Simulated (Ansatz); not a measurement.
**La3InB (Pm-3m): a soft mode frozen in**

Wanted: the energy along a soft mode of La3InB (Pm-3m) and the structure at the end.

Method: DFT PBEsol, scalar-relativistic, plane waves, PAW; PAW set soft_1, in Ansatz 0.2.0.

### Step 1. The starting structure

The structure is cubic, space group Pm-3m (No. 221). The conventional cell has a = 5.247 Å, b = 5.247 Å, c = 5.247 Å, α = 90.00°, β = 90.00°, γ = 90.00°. Nearest to La lie 2 B at 2.62 Å and 8 La at 3.71 Å and 4 In at 3.71 Å. In has 12 La at 3.71 Å nearest. Nearest to B lie 6 La at 2.62 Å. Farther neighbours, and contacts between anions beyond the nearest, are not listed.

### Step 2. Response at finite wavevector

Stability and thermal properties need the whole zone. Linear response on a 2×2×2 q mesh gives force constants as far as a supercell of that size would.

The input, input.yaml:

```yaml
crystal:
  lattice:
    - [5.2472787968, 0.0, 0.0]
    - [0.0, 5.2472787968, 0.0]
    - [0.0, 0.0, 5.2472787968]
  atoms:
    - { symbol: La, position: [0.5, 0.0, 0.5] }
    - { symbol: La, position: [0.5, 0.5, 0.0] }
    - { symbol: La, position: [0.0, 0.5, 0.5] }
    - { symbol: In, position: [0.0, 0.0, 0.0] }
    - { symbol: B, position: [0.5, 0.5, 0.5] }
kpoints:
  mp_grid: { grid: [8, 8, 8] }
hamiltonian:
  xc: pbesol
  pseudopotentials: { kind: paw, azcp: { folder: soft_1 }, xc_functional: pbe }
scf:
  occupations: { method: methfessel_paxton, width: 0.2 }
output:
  eigenvalues: true
phonons:
  method: dfpt
  qmesh: [2, 2, 2]
  temperatures: { t_max: 1000, t_step: 50 }
  qpath:
    path:
      - [[0.0, 0.0, 0.0], [0.0, 0.5, 0.0], [0.5, 0.5, 0.0], [0.0, 0.0, 0.0], [0.5, 0.5, 0.5], [0.0, 0.5, 0.0]]
      - [[0.5, 0.5, 0.5], [0.5, 0.5, 0.0]]
    npoints: 10
```

Launch:

```bash
$ ansatz run input.yaml --threads 4 --pin off --max-ram 10240MiB --backend cpu --events-out ev --progress --plain --runs-dir out
```

Standard output:

```text
Engine: ansatz 0.2.0, x86_64-unknown-linux-gnu
Pseudopotentials: kind: paw
Pseudopotential: La, paw, valence charge 11, recommended cutoff 420 eV (normal), soft_1/La.paw.azcp
Pseudopotential: In, paw, valence charge 13, recommended cutoff 420 eV (normal), soft_1/In.paw.azcp
Pseudopotential: B, paw, valence charge 3, recommended cutoff 420 eV (normal), soft_1/B.paw.azcp
Functional definition: PBEsol
  exchange = pbesol_x
  correlation = pbesol_c
Crystal: 5 atoms, lattice volume = 144.478 Å³
Basis set: ecut = 420 eV, 2801 PW (Γ), exchange–correlation on 72×72×72 points (8 copies of the dense FFT grid, shifted against one another)
Bands: 30, of which v1, the nominal top of the filled ones, is band 25 counted from 1 (24 counted from 0)
Symmetry: 48 space group operations
k-points: 35 of 512
Non-local potential: La, projectors of the file, l = 0: 3, l = 1: 2, l = 2: 2, l = 3: 3
Non-local potential: In, projectors of the file, l = 0: 2, l = 1: 2, l = 2: 2, l = 3: 1
Non-local potential: B, projectors of the file, l = 0: 2, l = 1: 2, l = 2: 1
PAW form: soft (Blöchl's): semilocal exchange-correlation on the pseudo side does not see the compensation charge
PAW frozen core: La, regenerated for the run's functional, and the local potential with it (the file was generated under x = pbe(κ = 0.804, μ = 0.219515), c = pbe(β = 0.066725))
PAW frozen core: In, regenerated for the run's functional, and the local potential with it (the file was generated under x = pbe(κ = 0.804, μ = 0.219515), c = pbe(β = 0.066725))
PAW frozen core: B, regenerated for the run's functional, and the local potential with it (the file was generated under x = pbe(κ = 0.804, μ = 0.219515), c = pbe(β = 0.066725))
PAW one-centre angular grid: La, 590 points (default); XC on 64 Gauss nodes
PAW one-centre angular grid: In, 590 points (default); XC on 64 Gauss nodes
PAW one-centre angular grid: B, 110 points (default); XC on 64 Gauss nodes
Initial density: superposition of atomic densities (chi_scale 0.1, normalization cell, long waves kept (reshape's long-wave potential 0.00 eV rms))
Initial wavefunctions: pseudopotential atomic-orbital guess
Functional: x = pbesol(κ = 0.804, μ = 0.123457), c = pbesol(β = 0.046)
SCF iter   1: F=—  HF=-24168.975786 eV  |F-HF|=—  |Δ(HF+E_count)|=         —  Δρ=6.98e-2  dr2=2.87e1  ethr=3.10e-3  ⟨swp⟩=4.9  Hψ=4930  notcnv=0
preconditioner: auto → Kerker (q_TF=auto, 2.278 Å⁻¹)  [metal: Δε(μ)=0.012 eV  Ē_g=10.939 eV  σ=0.200 eV  W_gap=0.05  n_scr=26 (ndim 8)  ℏωp=20.3 eV  f_vac=0.000  D(μ)=7.02/eV (n_scr^D=80)]
SCF iter   2: F=—  HF=-24164.165746 eV  |F-HF|=—  |Δ(HF+E_count)|=    4.81e0  S|Δr|=    0.00e0  Δρ=2.50e-2  dr2=4.17e0  ethr=3.10e-3  ⟨swp⟩=3.9  Hψ=2390  notcnv=0  defer=6
SCF iter   3: F=—  HF=-24163.371480 eV  |F-HF|=—  |Δ(HF+E_count)|=   7.94e-1  S|Δr|=    0.00e0  Δρ=1.06e-2  dr2=4.45e-1  ethr=3.10e-3  ⟨swp⟩=3.0  Hψ=1869  notcnv=0  defer=5
SCF iter   4: F=—  HF=-24163.261885 eV  |F-HF|=—  |Δ(HF+E_count)|=   1.10e-1  S|Δr|=    0.00e0  Δρ=1.84e-3  dr2=9.85e-3  ethr=9.09e-4  ⟨swp⟩=5.2  Hψ=7367  notcnv=0
automatic band count: the SCF goes on with 35 bands, as 30 were too few: they end inside the smearing window of the response
SCF iter   5: F=—  HF=-24163.260317 eV  |F-HF|=—  |Δ(HF+E_count)|=   1.57e-3  S|Δr|=    0.00e0  Δρ=6.25e-4  dr2=9.24e-4  ethr=2.01e-5  ⟨swp⟩=2.0  Hψ=2337  notcnv=0
SCF iter   6: F=—  HF=-24163.260255 eV  |F-HF|=—  |Δ(HF+E_count)|=   6.19e-5  S|Δr|=    0.00e0  Δρ=2.33e-4  dr2=9.81e-5  ethr=1.88e-6  ⟨swp⟩=2.0  Hψ=1475  notcnv=0
SCF iter   7: F=—  HF=-24163.260227 eV  |F-HF|=—  |Δ(HF+E_count)|=   2.82e-5  S|Δr|=    0.00e0  Δρ=6.68e-5  dr2=9.23e-6  ethr=2.00e-7  ⟨swp⟩=2.0  Hψ=1408  notcnv=0
SCF iter   8: F=—  HF=-24163.260223 eV  |F-HF|=—  |Δ(HF+E_count)|=   3.67e-6  S|Δr|=    0.00e0  Δρ=2.50e-5  dr2=3.35e-6  ethr=1.88e-8  ⟨swp⟩=2.0  Hψ=1553  notcnv=0
SCF iter   9: F=—  HF=-24163.260225 eV  |F-HF|=—  |Δ(HF+E_count)|=   1.62e-6  S|Δr|=    0.00e0  Δρ=6.45e-6  dr2=6.88e-8  ethr=6.83e-9  ⟨swp⟩=2.0  Hψ=1295  notcnv=0
SCF iter  10: F=—  HF=-24163.260225 eV  |F-HF|=—  |Δ(HF+E_count)|=   4.53e-9  S|Δr|=    0.00e0  Δρ=1.79e-6  dr2=1.56e-8  ethr=1.40e-10  ⟨swp⟩=2.0  Hψ=1944  notcnv=0
SCF iter  11: F=—  HF=-24163.260225 eV  |F-HF|=—  |Δ(HF+E_count)|=   1.78e-9  S|Δr|=    0.00e0  Δρ=2.31e-7  dr2=1.06e-10  ethr=3.19e-11  ⟨swp⟩=2.0  Hψ=1306  notcnv=0
SCF iter  12: F=-24163.260225 eV  HF=-24163.260225 eV  |F-HF|=3.64e-12  |Δ(HF+E_count)|=  3.64e-12  S|Δr|=    0.00e0  Δρ=6.26e-8  dr2=4.92e-12  ethr=1.00e-12  ⟨swp⟩=16.7  Hψ=8141  notcnv=0
SCF 1 converged in 12 iterations: F = -24163.260225 eV  dr2 = 4.92e-12
  greatest PAW one-centre occupation: 0.980 electrons in one spin orbital (limit 2), on the In atom at site 3 (counted from 0), in its partial waves of l = 2
phonons: the bands overlap, so this run is a metal and interpolates without the dipole-dipole term. If the crystal is really an insulator or semiconductor, its LO-TO splitting is missing
NSCF: frozen V_eff on 35 k-points
NSCF: frozen V_eff on 125 k-points
DFPT response loops at q = (0, 0, 0) (fractional): preconditioner auto → Kerker (q_TF=auto, 2.278 Å⁻¹) (partly filled bands, converged f_vac=0.000); β = 1.00, the filter's whole step (`scf.mixing.beta` (0.50) is not read by the response loops under this deck's `scf.mixing.preconditioner`; to damp them name `kerker` or `kerker_dos`, under which they read `scf.mixing.beta`, and type it under 1.00, their step now; both keys bind the ground state too); Broyden in place of MSR1
NSCF: frozen V_eff on 250 k-points
DFPT response loops at q = (0, 0, -0.5) (fractional): mixed as the last ones told, above
NSCF: frozen V_eff on 250 k-points
DFPT response loops at q = (0, -0.5, -0.5) (fractional): mixed as the last ones told, above
NSCF: frozen V_eff on 250 k-points
DFPT response loops at q = (-0.5, -0.5, -0.5) (fractional): mixed as the last ones told, above
SCF converged after 12 iterations
Stability not checked: this state was not tested for a lower state beside it, because cold or Methfessel-Paxton smearing, or corrected tetrahedra, fill the levels in a way that the test cannot read (fill_not_monotonic; see scf.lower_state_search)
Free energy (F): -24163.260225 eV
Harris-Foulkes:  -24163.260225 eV  (|F-HF|=3.64e-12)
Internal energy: -24163.255790 eV  (E = F + TS)
E sigma→0 (E₀):  -24163.259116 eV
Entropy (-TS):   -0.004435 eV (-0.887 meV/atom)
Fermi energy:    10.105597 eV
--- Per-component energies (eV) ---
  E_band       = -147.162896
  E_kinetic    = 823.425759
  E_local      = -2107.724151  (includes V_loc(G=0)·N_el)
  E_nonlocal   = 603.902491
  E_hartree    = 797.859638
  E_xc         = -599.406350
  E_vxc        = -561.576014  (∫ρ·V_xc dr)
  E_paw        = -20197.967827  (= ΣΔE_a)
  E_vpaw       = -500.910402  (= ΣTr[D̂ρ^β])
  E_aug_tail   = 0.000143  (compensation charges beyond the density's cutoff)
  E_ewald      = -3484.103216
  E_core_change = 0.757723  (= ΣΔE_core)
  E_smearing   = -0.004435  (= −TS)
  E_closure    = -0.000000  (closes the sum)
  Σ components = -24163.260225   (vs F -24163.260225, Δ=0.00e0)
--- Band table (eV; the first three rows and the last of 35) ---
  k-point 0: bands = [... 21 lower, 9.7628, 9.7628, 9.7628, 11.0660, 11.0660, 11.0660, 11.2471, 11.2471, ... 6 higher]
  k-point 1: bands = [... 21 lower, 9.7716, 9.7973, 9.8698, 10.7531, 10.9828, 10.9828, 11.1176, 11.2962, ... 6 higher]
  k-point 2: bands = [... 21 lower, 9.7912, 9.8885, 9.9377, 10.2515, 10.7531, 10.7531, 11.1825, 11.5226, ... 6 higher]
  k-point 34: bands = [... 21 lower, 7.6367, 10.5696, 10.5696, 10.5696, 11.7760, 11.7760, 11.7760, 11.9281, ... 6 higher]
--- Phonons (Γ-DFPT): 4 representative perturbations + reference (Σ response iterations 13) ---
  ASR residual: 4.666e-5 → 0.000e0 eV/Å²; symmetrization residual: 2.239e-6 eV/Å²
  ASR residual per site (eV/Å²): 2.86e-5 2.86e-5 2.86e-5 1.03e-5 4.67e-5
  Γ frequencies (cm⁻¹): -118.01 -118.01 -118.01 -59.91 -59.91 -59.91 0.00 0.00 0.00 66.96 66.96 66.96 161.96 161.96 161.96
--- Phonons (arbitrary-q DFPT): 4 irreducible q on the 2×2×2 mesh ---
  q = [0.0000, 0.0000, 0.0000] (star 1, of the zone-centre solve; hermiticity 6.29e-7, symmetrization 7.35e-12): -118.01 -118.01 -118.01 -59.91 -59.91 -59.91 -0.00 -0.00 0.00 66.96 66.96 66.96 161.96 161.96 161.96
  q = [0.0000, 0.0000, -0.5000] (star 3, 9 solved perturbations in 975 linear systems a pass and spin channel, the states on 125 of 512 k-point pairs; hermiticity 3.34e-7, symmetrization 6.23e-8): -12.61 -12.61 36.81 41.96 41.96 72.80 72.80 73.00 78.09 82.87 82.87 142.90 305.23 305.23 329.73
  q = [0.0000, -0.5000, -0.5000] (star 3, 9 solved perturbations in 975 linear systems a pass and spin channel, the states on 125 of 512 k-point pairs; hermiticity 3.44e-7, symmetrization 3.03e-8): 18.34 53.62 53.62 61.91 61.91 69.83 69.99 69.99 78.86 89.22 130.90 144.85 349.51 361.79 361.79
  q = [-0.5000, -0.5000, -0.5000] (star 1, 4 solved perturbations in 350 linear systems a pass and spin channel, the states on 125 of 512 k-point pairs; hermiticity 4.23e-7, symmetrization 5.82e-9): -3.70 -3.70 -3.70 53.97 53.97 53.97 95.68 95.68 95.68 128.07 128.07 166.23 410.30 410.30 410.30
  sum rule: each row above includes the acoustic sum rule's correction from the zone centre's row sums; it moved no ω² by more than (1.08 cm⁻¹)²
  mesh force constants: q→R imaginary residual 1.96e-18; ASR residual 4.666e-5 → 0.000e0 eV/Å²; symmetrization residual 1.066e-14 eV/Å²
  interpolated dispersion: 62 rows × 15 modes
  density of states and harmonic sums: on the 12×12×12 q-mesh, interpolated from the force constants of a 2×2×2 supercell (no non-analytic term)
  largest difference from the sums on the solved wave vectors: F 3.93e-1 eV, S 5.07e-4 and C_V 1.14e-4 eV/K
  zero-point energy: 0.108801 eV/cell   skipped modes (ω ≤ 0): 101, of them read as no rigid motion or as one in doubt: 98 (9.253e-1 modes/cell left out, lowest -118.01 cm⁻¹)   left out of the sums: 6.18e-2 of the cell's modes: C_V's classical limit lies that fraction below 3 k_B per atom; for a crystal, a wire or a layer, F and S can be off by more, and a phonons.interpolated_qmesh denser along its periods is the remedy for the sampling
```

Run time: 4.7 min. Hardware: 4 threads of AMD EPYC 9B14 (Zen 4), shared host; peak memory 2.1 GiB.

In the SCF lines HF is the Harris–Foulkes energy and dr2 the Hartree energy of the density residual, in eV; the loop may stop once dr2 is under the threshold and the program's other checks hold. Hψ counts applications of the Hamiltonian.

Numbers from this step:

| Property | Result |
| --- | --- |
| volume per atom | 28.90 Å³ |
| gap on the k-mesh | 0 eV |
| sum-rule residual before enforcement | 4.67e-5 eV/Å² |
| lowest frequency on the path | -118.0 cm⁻¹ |
| point group | m-3m |
| highest frequency on path, mesh or solved points | 410.3 cm⁻¹ |
| highest optical mode at the zone centre (no LO-TO term) | 162.0 cm⁻¹ |
| lowest optical zone-centre mode | -118.0 cm⁻¹ |
| lowest mode on the q mesh (acoustic modes at Γ apart) | -118.0 cm⁻¹ |

Frequencies (cm⁻¹) solved at each irreducible wavevector; negative means imaginary. Frequencies by wavevector, by row:

| q in reciprocal lattice units | star | mode 1 | mode 2 | mode 3 | mode 4 | mode 13 | mode 14 | mode 15 |
| --- | --- | --- | --- | --- | --- | --- | --- | --- |
| 0 0 0 | 1 | -118 | -118 | -118 | -59.9 | 162 | 162 | 162 |
| 0 0 -0.5 | 3 | -12.6 | -12.6 | 36.8 | 42 | 305.2 | 305.2 | 329.7 |
| 0 -0.5 -0.5 | 3 | 18.3 | 53.6 | 53.6 | 61.9 | 349.5 | 361.8 | 361.8 |
| -0.5 -0.5 -0.5 | 1 | -3.7 | -3.7 | -3.7 | 54 | 410.3 | 410.3 | 410.3 |

Interpolated from a 2×2×2 q mesh. Phonon branches along the path, in cm⁻¹:

| point | branch 1 | branch 2 | branch 3 | branch 4 | branch 12 | branch 13 | branch 14 | branch 15 |
| --- | --- | --- | --- | --- | --- | --- | --- | --- |
| Γ | -118 | -118 | -118 | -60 | 67 | 162 | 162 | 162 |
| halfway | -44 | -44 | -33 | 24 | 125 | 230 | 230 | 236 |
| X | -13 | -13 | 37 | 42 | 143 | 305 | 305 | 330 |
| halfway | 22 | 37 | 43 | 48 | 142 | 328 | 333 | 346 |
| M | 18 | 54 | 54 | 62 | 145 | 350 | 362 | 362 |
| halfway | -28 | -12 | 28 | 36 | 125 | 282 | 288 | 289 |
| Γ | -118 | -118 | -118 | -60 | 67 | 162 | 162 | 162 |
| halfway | -26 | 25 | 25 | 60 | 131 | 325 | 325 | 325 |
| R | -4 | -4 | -4 | 54 | 166 | 410 | 410 | 410 |
| halfway | 16 | 23 | 34 | 64 | 145 | 357 | 358 | 367 |
| X | -13 | -13 | 37 | 42 | 143 | 305 | 305 | 330 |
| jump to R | -4 | -4 | -4 | 54 | 166 | 410 | 410 | 410 |
| halfway | 13 | 27 | 27 | 62 | 154 | 380 | 387 | 387 |
| M | 18 | 54 | 54 | 62 | 145 | 350 | 362 | 362 |

Symmetry leaves 4 wavevectors to solve. The lowest mode among them, the acoustic zeros apart, lies at Γ and is imaginary, 118.0i cm⁻¹, so the energy falls along it.

### Step 3. The mode frozen in, largest atomic shift 0 Å

The mode followed lies at Γ with frequency 59.9i cm⁻¹ and is 3-fold degenerate, one of the unstable modes though not the softest. At small amplitude the pattern taken leaves space group no. 38 by a symmetry search on the positions. The undistorted cell that holds it gives the zero of energy on the same k mesh.

input.yaml, the sections that differ from step 2:

```yaml
output:
  forces: true
  stress: true
  eigenvalues: true
# crystal, kpoints, hamiltonian, scf: as in step 2
# phonons: removed
```

Standard output:

```text
[...]
Crystal: 5 atoms, lattice volume = 144.478 Å³
Basis set: ecut = 420 eV, 2801 PW (Γ), exchange–correlation on 72×72×72 points (8 copies of the dense FFT grid, shifted against one another)
Bands: 30, of which v1, the nominal top of the filled ones, is band 25 counted from 1 (24 counted from 0)
Symmetry: 48 space group operations
[...]
k-points: 35 of 512
[...]
k-point 0: bands = [... 21 lower, 9.7628, 9.7628, 9.7628, 11.0659, 11.0659, 11.0659, 11.2471, 11.2471, ... 1 higher]
  k-point 1: bands = [... 21 lower, 9.7716, 9.7973, 9.8698, 10.7531, 10.9828, 10.9828, 11.1177, 11.2962, ... 1 higher]
  k-point 2: bands = [... 21 lower, 9.7912, 9.8885, 9.9377, 10.2515, 10.7531, 10.7531, 11.1825, 11.5226, ... 1 higher]
  k-point 34: bands = [... 21 lower, 7.6367, 10.5696, 10.5696, 10.5696, 11.7760, 11.7760, 11.7760, 11.9281, ... 1 higher]
[key lines of the parts left out:]
SCF converged after 10 iterations
Free energy (F): -24163.260225 eV
Fermi energy:    10.105594 eV
P = ⅓ Tr σ = -0.0001 GPa (-0.001 kbar)
```

Run time: 2.1 s. Hardware: 4 threads; peak memory 0.6 GiB; 7.5 s of CPU time.

Numbers from this step:

* pressure: -1.25e-4 GPa
* energy from the undistorted cell: 0 meV/atom

The run ends at a pressure of 0.00 GPa.

### Step 4. The mode frozen in, largest atomic shift 0.22 Å

The atoms are moved along the unstable eigenvector, the largest shift by 0.22 Å, with the cell fixed.

input.yaml, the sections that differ from step 3:

```yaml
crystal:
  lattice:
    - [5.2472787968, 0.0, 0.0]
    - [0.0, 5.2472787968, 0.0]
    - [0.0, 0.0, 5.2472787968]
  atoms:
    - { symbol: La, position: [0.5, 0.0, 0.5296465078] }
    - { symbol: La, position: [0.5, 0.5296465078, 0.0] }
    - { symbol: La, position: [0.0, 0.4703534922, 0.4703534922] }
    - { symbol: In, position: [0.0, 0.0, 0.0] }
    - { symbol: B, position: [0.5, 0.5, 0.5] }
# kpoints, hamiltonian, scf, output: as in step 3
```

Standard output:

```text
[...]
Crystal: 5 atoms, lattice volume = 144.478 Å³
Basis set: ecut = 420 eV, 2801 PW (Γ), exchange–correlation on 72×72×72 points (8 copies of the dense FFT grid, shifted against one another)
Bands: 30, of which v1, the nominal top of the filled ones, is band 25 counted from 1 (24 counted from 0)
Symmetry: 4 space group operations
[...]
k-points: 105 of 512 (time reversal used)
[...]
k-point 0: bands = [... 21 lower, 9.7643, 9.7949, 9.8097, 11.0469, 11.1217, 11.1316, 11.1794, 11.2016, ... 1 higher]
  k-point 1: bands = [... 21 lower, 9.6803, 9.9074, 9.9237, 10.7312, 10.9925, 11.0033, 11.1573, 11.2594, ... 1 higher]
  k-point 2: bands = [... 21 lower, 9.6609, 9.8982, 9.9874, 10.3520, 10.7926, 10.8067, 11.2033, 11.4612, ... 1 higher]
  k-point 104: bands = [... 21 lower, 7.7151, 10.5608, 10.5652, 10.5862, 11.5868, 11.7243, 11.7244, 11.8160, ... 1 higher]
[key lines of the parts left out:]
SCF converged after 9 iterations
Free energy (F): -24163.308450 eV
Fermi energy:    10.124721 eV
P = ⅓ Tr σ = -0.4109 GPa (-4.109 kbar)
```

Run time: 9.3 s. Hardware: 4 threads; peak memory 0.72 GiB; 36 s of CPU time.

This step gave:

```
pressure                         : -0.4109 GPa
energy from the undistorted cell : -9.713 meV/atom
```

The energy, extrapolated to zero smearing, is -9.71 meV/atom against the undistorted cell.

The run ends at a pressure of -0.41 GPa, with forces up to 0.080 eV/Å.

### Step 5. Energy along the mode, all amplitudes (two of the runs are shown above)

An imaginary frequency means negative curvature, so the energy should fall and then rise again as anharmonic terms take over.

This step gave:

* depth at the lowest point sampled: 9.713 meV/atom
* largest atomic shift at that point: 0.22 Å

Table of energy from the parent by largest atomic shift:

| largest atomic shift (Å) | energy from the parent (meV/atom) |
| --- | --- |
| 0.000 | 0 |
| 0.040 | -0.573 |
| 0.080 | -2.19 |
| 0.140 | -5.74 |
| 0.220 | -9.71 |
| 0.320 | -8.63 |
| 0.450 | 9.24 |

Displacement at unit largest shift by atom:

| atom | x (Å) | y (Å) | z (Å) | size |
| --- | --- | --- | --- | --- |
| La1 | 0.000 | 0.000 | 0.707 | 0.707 |
| La2 | 0.000 | 0.707 | 0.000 | 0.707 |
| La3 | 0.000 | -0.707 | -0.707 | 1.000 |
| In4 | 0.000 | 0.000 | 0.000 | 0.000 |
| B5 | 0.000 | 0.000 | 0.000 | 0.000 |

The lowest step is at 0.22 Å, 9.71 meV/atom below the parent, and the energy rises beyond it.

(Part 1 of 2 ends here.)

[Long decimals in the printed logs are rounded to 6 places.]

[Logs are printed without paths, hosts, clocks, repeated set-up lines and the standing remarks that a program may print on its own settings, such as how far it seeks lower states.]

[Hosts, paths, dates, database ids (printed as entryN), source tags and the programs' standing remarks are cut or masked in the printed files.]

[Where the starting crystal was built by hand or by swapping elements, it need not be the compound's stable phase.]
